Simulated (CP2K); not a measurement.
Consider protonated methanol at its PBE geometry (Å).

```xyz
7

C    -0.6005    0.1727   -0.1833
O     0.8702   -0.2066   -0.0001
H    -0.9796   -0.5550   -0.9044
H    -0.5689    1.1815   -0.6014
H    -1.0931    0.1195    0.7914
H     1.0015   -1.1278    0.3216
H     1.3704    0.4157    0.5761
```

Method: CP2K XAS_TDP, all-electron GAPW, PBEh(45%), aug-cc-pVTZ, TDA, GW2X-corrected core level, no relativity.

Question: Where do the O K-edge lines lie, and how strong are they?

Leading lines: O2 538.20 eV. The leading line of an atom is its first one with 35 % of the strongest within 2.5 eV of its lowest line over the strength cut. Core ionisation energies at this level: O2 547.50 eV.

The first six lines of each atom with a strength over 0.0015:

| atom | energy (eV) | states | strength, one atom | above the computed threshold |
| --- | --- | --- | --- | --- |
| O2 (bonded to C and 2 H) | 537.06 | 1 | 0.0074 |  |
|  | 538.20 | 1 | 0.0493 |  |
|  | 538.49 | 1 | 0.0436 |  |
|  | 541.63 | 1 | 0.0033 |  |
|  | 542.02 | 1 | 0.0069 |  |
|  | 542.62 | 1 | 0.0036 |  |

Lines are vertical, at one geometry, with no vibrational structure. GW2X ionisation energies and lines can be off by 1 to 2 eV either way, and a good line position may hide errors that cancel. These values hold no scalar relativity, about 0.4 eV for O 1s. Rydberg lines, and the discretised continuum above threshold, depend on the basis and the box. The ion (charge +1) is isolated, with no counter-ion or solvent.

[Banner, clock and machine lines of the logs are left out without a mark of their own.]

[Logs are printed without paths, hosts, clocks, repeated set-up lines and the standing remarks that a program may print on its own settings, such as how far it seeks lower states.]

[Hosts, paths, dates, database ids (printed as entryN), source tags and the programs' standing remarks are cut or masked in the printed files.]
